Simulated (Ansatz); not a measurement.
**MnAl2, from a guessed structure to a relaxed one**

This structure for MnAl2 is made up. Its elements were placed in a known structure type with a cell scaled to their sizes. What cell does the guess relax to, and how far off was it?

Program: Ansatz 0.2.0. Level of theory: DFT, PBEsol, plane-wave PAW, files of the set soft_1, scalar-relativistic, ferromagnetic start, cell and ions relaxed at zero pressure; PAW set soft_1, in the first sound run; inputs show where later runs differ. Results are calculated unless marked as measured.

### 1. The starting structure

It takes space group P4/mmm (No. 123, tetragonal). The conventional cell has a = 2.842 Å, b = 2.842 Å, c = 5.787 Å, α = 90.00°, β = 90.00°, γ = 90.00°. Mn has 8 Al at 2.61 Å and 4 Mn at 2.84 Å nearest. Nearest to Al lie 1 Al at 2.46 Å and 4 Mn at 2.61 Å. Farther neighbours are not listed.

### 2. Relaxation of the guess

The guess takes its coordinates from another compound and its volume from a rule, so the cell and any free coordinates are relaxed together.

input.yaml

```yaml
crystal:
  lattice:
    - [2.842, 0.0, 0.0]
    - [0.0, 2.842, 0.0]
    - [0.0, 0.0, 5.787]
  atoms:
    - { symbol: Mn, position: [0.0, 0.0, 0.0], spin: 4.0 }
    - { symbol: Al, position: [0.5, 0.5, 0.7129] }
    - { symbol: Al, position: [0.5, 0.5, 0.2871] }
magnetization:
  spin_polarized: true
kpoints:
  mp_grid: { grid: [9, 9, 5] }
scf:
  occupations: { method: fermi_dirac, width: 0.05 }
hamiltonian:
  xc: pbesol
  pseudopotentials: { kind: paw, azcp: { folder: soft_1 }, xc_functional: pbe }
relax:
  f_tol: 0.015
  max_steps: 70
  cell: {}
output:
  forces: true
  stress: true
```

Launch:

```console
> ansatz run input.yaml --threads 4 --pin off --max-ram 8192MiB --backend cpu --events-out ev --progress --plain --runs-dir out
```

Numbers of over 12 decimals in the logs are rounded to 6 here.

What it wrote:

```text
Engine: ansatz 0.2.0, aarch64-unknown-linux-gnu
Pseudopotentials: kind: paw
Pseudopotential: Mn, paw, valence charge 15, recommended cutoff 420 eV (normal), soft_1/Mn.paw.azcp
Pseudopotential: Al, paw, valence charge 3, recommended cutoff 420 eV (normal), soft_1/Al.paw.azcp
Functional definition: PBEsol
  exchange = pbesol_x
  correlation = pbesol_c
Crystal: 3 atoms, lattice volume = 46.741 Å³
Basis set: ecut = 420 eV, 927 PW (Γ), exchange–correlation on 40×40×80 points (8 copies of the dense FFT grid, shifted against one another)
Bands: 17, of which v1, the nominal top of the filled ones, is band 11 counted from 1 (10 counted from 0)
Symmetry: 16 space group operations
Space group: P4/mmm (ITA 123), of the structure as read, at distance tolerance 3.6e-5 Å
Magnetic group: BNS 123.339 (UNI 999), of the structure as read, at distance tolerance 3.6e-5 Å
k-points: 45 of 405
Non-local potential: Mn, projectors of the file, l = 0: 3, l = 1: 2, l = 2: 3, l = 3: 1
Non-local potential: Al, projectors of the file, l = 0: 2, l = 1: 2, l = 2: 1
PAW form: soft (Blöchl's): semilocal exchange-correlation on the pseudo side does not see the compensation charge
PAW frozen core: Mn, regenerated for the run's functional, and the local potential with it (the file was generated under x = pbe(κ = 0.804, μ = 0.219515), c = pbe(β = 0.066725))
PAW frozen core: Al, regenerated for the run's functional, and the local potential with it (the file was generated under x = pbe(κ = 0.804, μ = 0.219515), c = pbe(β = 0.066725))
PAW one-centre angular grid: Mn, 590 points (default); XC on 64 Gauss nodes
PAW one-centre angular grid: Al, 110 points (default); XC on 64 Gauss nodes
Initial density: superposition of atomic densities (chi_scale 0.1, normalization cell)
Starting moments: Σ|m| = 4 μB on 1 of 3 sites
Initial wavefunctions: pseudopotential atomic-orbital guess
Functional: x = pbesol(κ = 0.804, μ = 0.123457), c = pbesol(β = 0.046)
SCF iter   1: F=—  HF=-4917.254907 eV  |F-HF|=—  |Δ(HF+E_count)|=         —  Δρ=4.24e-2 (↑4.24e-2 ↓2.63e-2)  dr2=9.11e-1  dr2_m=3.87e-1  M=3.193 μB ∫|m|=3.525 μB  β_m=0.30  ethr=3.10e-3  ⟨swp⟩=5.3  Hψ=7438  notcnv=0
Mixer restart at iter 1: flushing history
preconditioner: auto → none  [metal: Δε(μ)=0.056 eV  Ē_g=7.637 eV  σ=0.050 eV  W_gap=0.27  n_scr=8 (ndim 8)  ℏωp=19.6 eV  f_vac=0.000  D(μ)=1.26/eV (n_scr^D=8)  sad-step TF]
SCF iter   2: F=—  HF=-4917.228783 eV  |F-HF|=—  |Δ(HF+E_count)|=   2.61e-2  Δρ=2.78e-2 (↑2.12e-2 ↓2.78e-2)  dr2=8.09e-1  dr2_m=1.99e-1  M=3.127 μB ∫|m|=3.482 μB  β_m=0.54  ethr=3.10e-3  ⟨swp⟩=2.0  Hψ=2678  notcnv=0  defer=91
SCF iter   3: F=—  HF=-4917.826454 eV  |F-HF|=—  |Δ(HF+E_count)|=   5.98e-1  Δρ=3.12e-2 (↑3.12e-2 ↓1.25e-2)  dr2=1.11e0  dr2_m=1.60e-1  M=2.962 μB ∫|m|=3.335 μB  β_m=0.47  ethr=3.10e-3  ⟨swp⟩=2.9  Hψ=2673  notcnv=0  defer=107
SCF iter   4: F=—  HF=-4917.752728 eV  |F-HF|=—  |Δ(HF+E_count)|=   7.37e-2  Δρ=1.88e-2 (↑1.88e-2 ↓1.53e-2)  dr2=2.58e-2  dr2_m=1.23e-1  M=2.750 μB ∫|m|=3.171 μB  β_m=0.24  ethr=3.10e-3  ⟨swp⟩=2.0  Hψ=2655  notcnv=0  defer=101
SCF iter   5: F=—  HF=-4917.992850 eV  |F-HF|=—  |Δ(HF+E_count)|=         —  Δρ=3.57e-2 (↑3.57e-2 ↓3.09e-2)  dr2=1.06e-2  dr2_m=4.73e-1  M=2.215 μB ∫|m|=2.609 μB  β_m=0.56  ethr=1.23e-4  ⟨swp⟩=2.3  Hψ=2542  notcnv=0  defer=101
Mixer restart at iter 5: flushing history
SCF iter   6: F=—  HF=-4917.957127 eV  |F-HF|=—  |Δ(HF+E_count)|=   3.57e-2  Δρ=2.05e-2 (↑1.39e-2 ↓2.05e-2)  dr2=2.31e-2  dr2_m=1.26e-1  M=2.163 μB ∫|m|=2.546 μB  β_m=0.78  ethr=5.06e-5  ⟨swp⟩=2.0  Hψ=3313  notcnv=0  defer=106
SCF iter   7: F=—  HF=-4918.067361 eV  |F-HF|=—  |Δ(HF+E_count)|=   1.10e-1  Δρ=3.13e-2 (↑3.13e-2 ↓1.29e-2)  dr2=9.57e-1  dr2_m=3.78e-2  M=2.056 μB ∫|m|=2.386 μB  β_m=0.50  ethr=5.06e-5  ⟨swp⟩=3.4  Hψ=4037  notcnv=0  defer=80  recentre
SCF iter   8: F=—  HF=-4917.952743 eV  |F-HF|=—  |Δ(HF+E_count)|=   1.15e-1  Δρ=3.03e-3 (↑1.81e-3 ↓3.03e-3)  dr2=8.72e-3  dr2_m=2.19e-3  M=2.049 μB ∫|m|=2.405 μB  β_m=0.41  ethr=5.06e-5  ⟨swp⟩=2.9  Hψ=3794  notcnv=0  defer=82
SCF iter   9: F=—  HF=-4917.951759 eV  |F-HF|=—  |Δ(HF+E_count)|=   9.84e-4  Δρ=6.71e-4 (↑6.50e-4 ↓6.71e-4)  dr2=5.08e-5  dr2_m=1.38e-4  M=2.049 μB ∫|m|=2.406 μB  β_m=0.71  ethr=4.15e-5  ⟨swp⟩=1.4  Hψ=2122  notcnv=0  defer=81
SCF iter  10: F=—  HF=-4917.952034 eV  |F-HF|=—  |Δ(HF+E_count)|=   2.74e-4  Δρ=5.35e-4 (↑3.04e-4 ↓5.35e-4)  dr2=6.58e-5  dr2_m=6.76e-5  M=2.038 μB ∫|m|=2.397 μB  β_m=0.85  ethr=2.42e-7  ⟨swp⟩=2.0  Hψ=2270  notcnv=0  defer=81
SCF iter  11: F=—  HF=-4917.952150 eV  |F-HF|=—  |Δ(HF+E_count)|=   1.16e-4  Δρ=9.20e-5 (↑9.20e-5 ↓7.21e-5)  dr2=7.92e-7  dr2_m=2.80e-6  M=2.029 μB ∫|m|=2.393 μB  β_m=0.90  ethr=2.42e-7  ⟨swp⟩=2.0  Hψ=2214  notcnv=0  defer=81
SCF iter  12: F=—  HF=-4917.952151 eV  |F-HF|=—  |Δ(HF+E_count)|=   9.30e-7  Δρ=1.83e-5 (↑1.43e-5 ↓1.83e-5)  dr2=3.90e-8  dr2_m=1.03e-7  M=2.028 μB ∫|m|=2.393 μB  β_m=0.95  ethr=3.77e-9  ⟨swp⟩=2.0  Hψ=2310  notcnv=0  defer=81
SCF iter  13: F=-4917.952151 eV  HF=-4917.952151 eV  |F-HF|=7.18e-9  |Δ(HF+E_count)|=   2.52e-7  Δρ=6.24e-6 (↑3.06e-6 ↓6.24e-6)  dr2=1.50e-8  dr2_m=7.76e-9  M=2.028 μB ∫|m|=2.393 μB  ethr=1.86e-10  ⟨swp⟩=1.8  Hψ=4942  notcnv=0
SCF 1 converged in 13 iterations: F = -4917.952151 eV  dr2 = 1.50e-8
  greatest PAW one-centre occupation: 1.000 electrons in one spin orbital (limit 2), on the Mn atom at site 0 (counted from 0), in its partial waves of l = 0
relax step   1: F+E_penalty+E_count = -4917.95215119 eV  Δ(F+E_penalty+E_count) = +0.000e0 eV  max|allowed force component| = 1.232e0 eV/Å  Δτ_max = 0.0000 Å  P = -3.789 GPa  Ω = 46.741 Å³  (13 SCF iters, dr2 threshold 1.00e-7 eV, accepted)
Crystal: 3 atoms, lattice volume = 44.243 Å³
Basis set: ecut = 420 eV, 889 PW (Γ), exchange–correlation on 40×40×80 points (8 copies of the dense FFT grid, shifted against one another)
Initial density: handed on by an earlier stage of this run
Starting moments: Σ|m| = 4 μB on 1 of 3 sites; this step starts from the density that it was given
Initial wavefunctions: those handed on with the density
iter 1 solved again at ethr=2.92e-4 eV; its pass at ethr=3.10e-3 eV (dr2=6.13e-2 eV) is discarded
SCF iter   1: F=—  HF=-4918.222402 eV  |F-HF|=—  |Δ(HF+E_count)|=         —  Δρ=1.29e-2 (↑1.29e-2 ↓9.74e-3)  dr2=6.16e-2  dr2_m=4.45e-2  M=1.895 μB ∫|m|=2.270 μB  β_m=0.30  ethr=2.92e-4  ⟨swp⟩=1.0  Hψ=10373  notcnv=0
preconditioner: auto → none  [metal: Δε(μ)=0.029 eV  Ē_g=7.375 eV  σ=0.050 eV  W_gap=0.14  n_scr=8 (ndim 8)  ℏωp=20.1 eV  f_vac=0.000  D(μ)=1.31/eV (n_scr^D=4)]
[...]
SCF iter   6: F=—  HF=-4918.228751 eV  |F-HF|=—  |Δ(HF+E_count)|=   2.40e-5  Δρ=5.20e-5 (↑1.68e-5 ↓5.20e-5)  dr2=3.11e-6  dr2_m=1.46e-7  M=1.869 μB ∫|m|=2.236 μB  β_m=0.83  ethr=2.16e-8  ⟨swp⟩=2.0  Hψ=2122  notcnv=0
SCF iter   7: F=—  HF=-4918.228757 eV  |F-HF|=—  |Δ(HF+E_count)|=   6.48e-6  Δρ=1.98e-5 (↑1.98e-5 ↓9.44e-6)  dr2=6.24e-8  dr2_m=7.58e-8  M=1.869 μB ∫|m|=2.236 μB  β_m=0.92  ethr=1.48e-8  ⟨swp⟩=2.0  Hψ=2409  notcnv=0
SCF iter   8: F=—  HF=-4918.228757 eV  |F-HF|=—  |Δ(HF+E_count)|=   4.02e-8  Δρ=6.49e-6 (↑6.49e-6 ↓3.06e-6)  dr2=4.17e-8  dr2_m=1.55e-9  M=1.869 μB ∫|m|=2.236 μB  β_m=0.90  ethr=2.97e-10  ⟨swp⟩=2.1  Hψ=2107  notcnv=0
SCF iter   9: F=-4918.228757 eV  HF=-4918.228757 eV  |F-HF|=1.13e-7  |Δ(HF+E_count)|=   4.15e-8  Δρ=7.29e-6 (↑6.45e-6 ↓7.29e-6)  dr2=1.21e-7  dr2_m=1.19e-10  M=1.869 μB ∫|m|=2.236 μB  ethr=1.98e-10  ⟨swp⟩=1.9  Hψ=4538  notcnv=0
SCF 3 converged in 9 iterations: F = -4918.228757 eV  dr2 = 1.21e-7
relax step   3: F+E_penalty+E_count = -4918.22875696 eV  Δ(F+E_penalty+E_count) = -1.088e-2 eV  max|allowed force component| = 4.615e-2 eV/Å  Δτ_max = 0.0247 Å  P = -0.137 GPa  Ω = 44.558 Å³  energy of the carried Pulay correction = +1.282e-3 eV  (9 SCF iters, dr2 threshold 3.00e-7 eV, accepted)
[...]
relax step   4: F+E_penalty+E_count = -4918.22897648 eV  Δ(F+E_penalty+E_count) = -2.195e-4 eV  max|allowed force component| = 7.989e-4 eV/Å  Δτ_max = 0.0032 Å  P = +0.085 GPa  Ω = 44.507 Å³  energy of the carried Pulay correction = +1.313e-3 eV  (8 SCF iters, dr2 threshold 1.34e-7 eV, accepted)
[...]
relax step   5: F+E_penalty+E_count = -4918.22896583 eV  Δ(F+E_penalty+E_count) = +1.064e-5 eV  max|allowed force component| = 1.926e-4 eV/Å  Δτ_max = 0.0003 Å  P = -0.005 GPa  Ω = 44.543 Å³  energy of the carried Pulay correction = +1.291e-3 eV  (7 SCF iters, dr2 threshold 2.68e-8 eV, accepted)
Basis set: ecut = 420 eV, 889 PW (Γ), exchange–correlation on 40×40×90 points (8 copies of the dense FFT grid, shifted against one another)
Initial wavefunctions: pseudopotential atomic-orbital guess (no wavefunctions were taken with the density)
iter 1 solved again at ethr=1.13e-8 eV; its pass at ethr=3.10e-3 eV (dr2=2.38e-6 eV) is discarded
SCF iter   1: F=—  HF=-4918.228425 eV  |F-HF|=—  |Δ(HF+E_count)|=         —  Δρ=6.88e-5 (↑6.60e-5 ↓6.88e-5)  dr2=3.37e-6  dr2_m=9.32e-8  M=1.866 μB ∫|m|=2.231 μB  β_m=0.65  ethr=1.13e-8  ⟨swp⟩=4.1  Hψ=12669  notcnv=0
preconditioner: auto → none  [metal: Δε(μ)=0.025 eV  Ē_g=7.338 eV  σ=0.050 eV  W_gap=0.12  n_scr=2 (ndim 8)  ℏωp=20.1 eV  f_vac=0.000  D(μ)=1.03/eV (n_scr^D=2)]
SCF iter   2: F=—  HF=-4918.228425 eV  |F-HF|=—  |Δ(HF+E_count)|=   4.88e-7  Δρ=4.94e-5 (↑4.94e-5 ↓3.13e-5)  dr2=4.77e-6  dr2_m=6.63e-8  M=1.866 μB ∫|m|=2.231 μB  β_m=0.37  ethr=1.13e-8  ⟨swp⟩=2.0  Hψ=2126  notcnv=0
SCF iter   3: F=—  HF=-4918.228426 eV  |F-HF|=—  |Δ(HF+E_count)|=   2.52e-7  Δρ=2.49e-5 (↑2.49e-5 ↓2.49e-5)  dr2=2.01e-7  dr2_m=1.61e-8  M=1.866 μB ∫|m|=2.231 μB  β_m=0.42  ethr=1.13e-8  ⟨swp⟩=2.2  Hψ=2052  notcnv=0
SCF iter   4: F=—  HF=-4918.228426 eV  |F-HF|=—  |Δ(HF+E_count)|=   4.89e-7  Δρ=7.43e-6 (↑7.34e-6 ↓7.43e-6)  dr2=3.17e-8  dr2_m=2.50e-9  M=1.866 μB ∫|m|=2.231 μB  β_m=0.69  ethr=9.58e-10  ⟨swp⟩=1.9  Hψ=2277  notcnv=0
SCF iter   5: F=—  HF=-4918.228427 eV  |F-HF|=—  |Δ(HF+E_count)|=   3.04e-7  Δρ=5.37e-6 (↑3.50e-6 ↓5.37e-6)  dr2=3.26e-8  dr2_m=6.60e-10  M=1.866 μB ∫|m|=2.231 μB  β_m=0.76  ethr=1.51e-10  ⟨swp⟩=2.0  Hψ=2133  notcnv=0
SCF iter   6: F=—  HF=-4918.228427 eV  |F-HF|=—  |Δ(HF+E_count)|=   1.17e-7  Δρ=3.41e-6 (↑3.41e-6 ↓2.07e-6)  dr2=9.53e-9  dr2_m=2.56e-9  M=1.866 μB ∫|m|=2.231 μB  β_m=0.69  ethr=1.51e-10  ⟨swp⟩=2.0  Hψ=2495  notcnv=0
SCF iter   7: F=—  HF=-4918.228427 eV  |F-HF|=—  |Δ(HF+E_count)|=   3.89e-9  Δρ=1.27e-6 (↑1.27e-6 ↓5.51e-7)  dr2=1.85e-9  dr2_m=7.21e-11  M=1.866 μB ∫|m|=2.231 μB  β_m=0.74  ethr=4.54e-11  ⟨swp⟩=2.1  Hψ=2165  notcnv=0
SCF iter   8: F=—  HF=-4918.228427 eV  |F-HF|=—  |Δ(HF+E_count)|=   5.71e-8  Δρ=3.51e-7 (↑3.51e-7 ↓2.27e-7)  dr2=1.85e-10  dr2_m=2.13e-12  M=1.866 μB ∫|m|=2.231 μB  β_m=0.86  ethr=8.81e-12  ⟨swp⟩=2.2  Hψ=2201  notcnv=0
SCF iter   9: F=—  HF=-4918.228427 eV  |F-HF|=—  |Δ(HF+E_count)|=  4.69e-10  Δρ=7.05e-8 (↑7.05e-8 ↓5.39e-8)  dr2=9.26e-12  dr2_m=4.21e-14  M=1.866 μB ∫|m|=2.231 μB  β_m=0.85  ethr=1.00e-12  ⟨swp⟩=2.4  Hψ=2411  notcnv=0
SCF iter  10: F=-4918.228427 eV  HF=-4918.228427 eV  |F-HF|=1.18e-11  |Δ(HF+E_count)|=  1.55e-11  Δρ=7.74e-8 (↑6.93e-8 ↓7.74e-8)  dr2=1.39e-11  dr2_m=1.26e-14  M=1.866 μB ∫|m|=2.231 μB  ethr=1.00e-12  ⟨swp⟩=4.0  Hψ=5788  notcnv=0
SCF 6 converged in 10 iterations: F = -4918.228427 eV  dr2 = 1.39e-11
relax step   6: F+E_penalty+E_count = -4918.22842668 eV  Δ(F+E_penalty+E_count) = +5.391e-4 eV  max|allowed force component| = 8.046e-4 eV/Å  Δτ_max = 0.0000 Å  P = -0.014 GPa  Ω = 44.543 Å³  stress off target by 3.98e-2 GPa  SCF on the basis re-selected at this cell (its energy is not comparable with the rows above)  (10 SCF iters)
basis re-selected at this cell: Δ(F+E_penalty+E_count) = +5.391e-4 eV, ΔP = -0.009 GPa vs the last step (what re-selecting the basis moved, of the pressure what is left beyond the Pulay correction that the steps carried, after the strain that the cell walked since its last selection, with what the two solves' SCF thresholds leave and, on support functions, any second-order correction that the steps lacked; it is no measure of the basis error at this ecutwfc). The dense FFT grid was sized anew with the basis: this SCF ran on 20×20×45 points, the steps before it on 20×20×40, so part of this shift can come from that change (see relax.cell in the input reference). [rest of the remark cut]
SCF converged after 10 iterations
Magnetization: 1.8663 μB (11.4332 up, 9.5668 down)
Absolute magnetization: 2.2313 μB (∫|ρ↑−ρ↓|, with the PAW one-centre terms)
Spin contamination: 0.0983 ħ² per cell (⟨S²⟩ above its minimum at these occupations)
Per-site moments (μB) at R_I (Å): [(1.955382, 1.055750), (-0.045666, 1.055750), (-0.045666, 1.055750)]
Free energy (F): -4918.228427 eV
Harris-Foulkes:  -4918.228427 eV  (|F-HF|=1.18e-11)
Internal energy: -4918.219303 eV  (E = F + TS)
E sigma→0 (E₀):  -4918.223865 eV
Entropy (-TS):   -0.009123 eV (-3.041 meV/atom)
Fermi energy:    10.039254 eV
--- Per-component energies (eV) ---
  E_band       = -268.325169
  E_kinetic    = 367.454380
  E_local      = -3542.013006  (includes V_loc(G=0)·N_el)
  E_nonlocal   = 480.156655
  E_hartree    = 1491.348108
  E_xc         = -184.794162
  E_vxc        = -199.916240  (∫ρ·V_xc dr)
  E_paw        = -2211.645580  (= ΣΔE_a)
  E_vpaw       = -356.703556  (= ΣTr[D̂ρ^β])
  E_aug_tail   = 0.000094  (compensation charges beyond the density's cutoff)
  E_ewald      = -1318.933721
  E_core_change = 0.207929  (= ΣΔE_core)
  E_smearing   = -0.009123  (= −TS)
  E_closure    = -0.000000  (closes the sum)
  Σ components = -4918.228427   (vs F -4918.228427, Δ=0.00e0)
--- Forces (eV/Å), atoms counted from 1 ---
  atom   1  Mn     0.00000000     0.00000000     0.00000000
  atom   2  Al    -0.00000000     0.00000000     0.00080458
  atom   3  Al     0.00000000     0.00000000    -0.00080458
  max |Σ_I F_I| component: 1.08e-19 eV/Å
--- Stress (GPa, compression-positive) ---
       -0.039844      -0.000000       0.000000
       -0.000000      -0.039844       0.000000
        0.000000       0.000000       0.038994
  P = ⅓ Tr σ = -0.0136 GPa (-0.136 kbar)
--- Relaxed structure (5 steps of the walk, 5 accepted, 1 SCFs on fresh bases) ---
  F+E_penalty+E_count = -4918.22842668 eV   max|allowed force component| = 8.046e-4 eV/Å   (the final SCF, on the basis selected at the relaxed cell)
  cell:  # Å, volume = 44.5431 Å³
    - [2.705366, 0, 0.0]
    - [0, 2.705366, 0.0]
    - [0.0, 0.0, 6.085944]
  atoms:
    - { symbol: Mn, position: [0, 0, 1.9984142341763805e-19] }
    - { symbol: Al, position: [0.5, 0.5, 0.720619] }
    - { symbol: Al, position: [0.5, 0.5, 0.279381] }
```

It took 8.5 s on 4 threads of Arm Neoverse V1, shared host; peak memory 0.41 GiB.

The steps of the relaxation:

```csv
step,energy less that of the first step (eV),largest force component (eV/Å),pressure (GPa),volume (Å³)
1,0.0000,1.2323,-3.79,46.74
2,-0.2657,0.3544,0.20,44.24
3,-0.2766,0.0461,-0.14,44.56
4,-0.2768,0.0008,0.08,44.51
5,-0.2768,0.0002,-0.01,44.54
6*,-0.2763,0.0008,-0.01,44.54
```

Relaxation steps marked * repeat the geometry before them on a plane-wave basis chosen anew for their cell, so energy and pressure can jump there.

The run keeps the 16 symmetry operations that it works with, so distortions that break them were not tested.

```csv
"conventional cell, symmetrised",before,after,change
a (Å),2.842,2.705,-4.8 %
b (Å),2.842,2.705,-4.8 %
c (Å),5.787,6.086,+5.2 %
volume (Å³/atom),15.58,14.85,-4.7 %
```

The atoms that moved most (Å, as changes of fractional coordinates times the final cell):

```csv
atom,dx,dy,dz,length
Al2,0.000,0.000,0.047,0.047
Al3,0.000,0.000,-0.047,0.047
```

The relaxed structure:

```xyz
3
Lattice="2.7054 0.0000 0.0000 0.0000 2.7054 0.0000 0.0000 0.0000 6.0859" Properties=species:S:1:pos:R:3 pbc="T T T"
Mn    0.0000    0.0000    0.0000
Al    1.3527    1.3527    4.3856
Al    1.3527    1.3527    1.7003
```

Numbers from this step:

* free energy: -4918.2284 eV
* energy at zero smearing: -4918.2239 eV
* smearing term TS: 0.009123 eV
* Fermi energy: 10.04 eV
* magnetization: 1.866 μB
* absolute magnetization: 2.231 μB
* site moments: 1.955, -0.04567, -0.04567 μB
* electrons: 21
* symmetry operations: 16
* pressure: -0.01356 GPa

Site moment by atom:

```csv
atom,site moment (μB)
Mn1,1.96
Al2,-0.05
Al3,-0.05
```

The shortest distance of each pair, which need not be the same contact before and after:

```csv
pair,guess (Å),relaxed (Å)
Al–Mn,2.607,2.559
Al–Al,2.464,2.685
Mn–Mn,2.842,2.705
```

The relaxation ends with a largest force component of 8.1e-4 eV/Å and a pressure of -0.01 GPa.

(Continued in part 2 of 2.)

[Logs are printed without paths, hosts, clocks, repeated set-up lines and the standing remarks that a program may print on its own settings, such as how far it seeks lower states.]

[Hosts, paths, dates, database ids (printed as entryN), source tags and the programs' standing remarks are cut or masked in the printed files.]
